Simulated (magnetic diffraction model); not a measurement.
**Magnetic neutron pattern of Sr3Yb4H14**

Space group P-62m (no. 189), a = 6.6180 Å, c = 7.2680 Å.

```
site  atom    x       y       z
  2d    Yb  1/3     2/3     1/2
  2e    Yb    0       0  0.2694
  3f    Sr    0  0.5655       0
  2c     H  1/3     2/3       0
  3f     H    0  0.2461       0
  3g     H    0  0.2629     1/2
  6i     H    0  0.6064  0.2781
```

This is a made-up structure (elements placed in a structure type, unrelaxed), so the numbers test the method and describe no known phase.

Only Yb is taken to order (form factors of Yb3+); orders and moment sizes are assumed, and not adapted to the symmetry. Radiation: neutrons of λ = 2.41 Å, 3° to 65°; isotropic B of 0.15 Å² (Yb), 0.21 Å² (Sr) and 0.29 Å² (H). Simulated constant-wavelength pattern: nuclear and magnetic terms add, the magnetic one as |2.695 fm × Σ f S⊥ exp(2πi Q·r) exp(−B s²)|², summed over all Q at one angle with the factor 1/(sin²θ cos θ). For collinear order S is the moment m, which repeats by lattice and centring translations R with the sign exp(−2πi k·R). Free-ion form factors, Sears's scattering lengths of 1992, no absorption; a label names one of the reflections at its angle. The strongest nuclear line in the range is 100, and lines under 0.2 are left out.

Assume the order k = (0 1/2 1/2), collinear moments along [101], 3.7 μB on Yb; signs + at (1/3, 2/3, 1/2), + at (2/3, 1/3, 1/2), + at (0, 0, 0.2694), + at (0, 0, 0.7306).

Q: Where does magnetic intensity appear, and how strong is it?

```tsv
2θ (°)	index	nuclear	magnetic
15.39	(0 1/2 1/2)	0.0	43.8
19.09	(0 0 1)	3.8	0.0
23.08	(1 -1/2 1/2)	0.0	5.5
24.27	(1 0 0)	3.8	0.0
31.06	(1 0 1)	2.8	0.0
31.33	(0 1/2 3/2)	0.0	5.8
33.74	(1 1/2 1/2)	0.0	17.6
35.90	(1 -1/2 3/2)	0.0	1.2
38.06	(0 3/2 1/2)	0.0	3.6
38.73	(0 0 2)	1.6	0.0
42.71	(1 1 0)	65.0	0.0
43.81	(1 1/2 3/2)	0.0	7.0
45.66	(2 -1/2 1/2)	0.0	7.0
46.24	(1 0 2)	100.0	0.0
47.17	(1 1 1)	89.0	0.0
47.36	(0 3/2 3/2)	0.0	1.1
49.73	(2 0 0)	15.2	0.0
50.63	(0 1/2 5/2)	0.0	2.8
53.74	(2 0 1)	31.5	0.0
53.84	(1 -1/2 5/2)	0.0	1.2
53.91	(2 -1/2 3/2)	0.0	3.8
55.51	(1 3/2 1/2)	0.0	7.5
58.53	(2 1/2 1/2)	0.0	2.3
59.01	(1 1 2)	53.7	0.0
59.65	(0 0 3)	0.8	0.0
59.89	(1 1/2 5/2)	0.0	4.6
62.77	(0 3/2 5/2)	0.0	1.2
62.85	(1 3/2 3/2)	0.0	4.3
64.30	(0 5/2 1/2)	0.0	3.0
```

The strongest magnetic line in the range is (0 1/2 1/2) at 15.39° (43.8). On top of the Lorentz factor, which all lines share, magnetic lines fade with angle because f falls: for Yb3+ it is 0.97, 0.88, 0.76 and 0.51 at sin θ/λ = 0.1, 0.2, 0.3 and 0.5 Å⁻¹, while nuclear lengths stay constant. The order has no net moment.

[Logs are printed without paths, hosts, clocks, repeated set-up lines and the standing remarks that a program may print on its own settings, such as how far it seeks lower states.]
